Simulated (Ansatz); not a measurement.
Rows from a G0W0 calculation on NaF (Villiaumite) (Ansatz 0.2.0; G0W0 on PBE, plane waves, PAW; PAW set soft_1; 4×4×4 mesh, 73 empty bands, screening to 120 eV, PAW set soft_1 files), in eV. Spin-orbit coupling is left out.

The database entry behind the starting cell differs from later determinations by our own check (0.1 to 0.3 % short, probably kX units), so it need not match the best structure at ambient conditions.

| row | k | band | start | Σx | Σc at the solution | Vxc |
| --- | --- | --- | --- | --- | --- | --- |
| A | Γ | c1 | 7.350 | -5.935 | -2.854 | -10.250 |
| B | Γ | c2 | 20.031 | -2.152 | -3.489 | -7.205 |
| C | Γ | v1 | 0.985 | -31.512 | 5.263 | -23.633 |

Question: Work out each quasiparticle level and how far it moved.

The quasiparticle equation reads E = start + Σx + Σc(E) − Vxc.

```csv
row,E (eV),shift (eV)
A,8.809,+1.460
B,21.595,+1.564
C,-1.631,−2.616
```

Limits: not at the basis limit; coarse k mesh.

[Paths, hosts, dates, memory and timing lines, banners, echoed tables and standing remarks are left out of the program output.]

[Logs are printed without paths, hosts, clocks, repeated set-up lines and the standing remarks that a program may print on its own settings, such as how far it seeks lower states.]

[Runs of the session that timed out or met a known fault of the program may be left out.]

[Cells called generated may have been cut or substituted from an entry of the Crystallography Open Database or the Materials Project.]

[Hosts, paths, dates, database ids (printed as entryN), source tags and the programs' standing remarks are cut or masked in the printed files.]
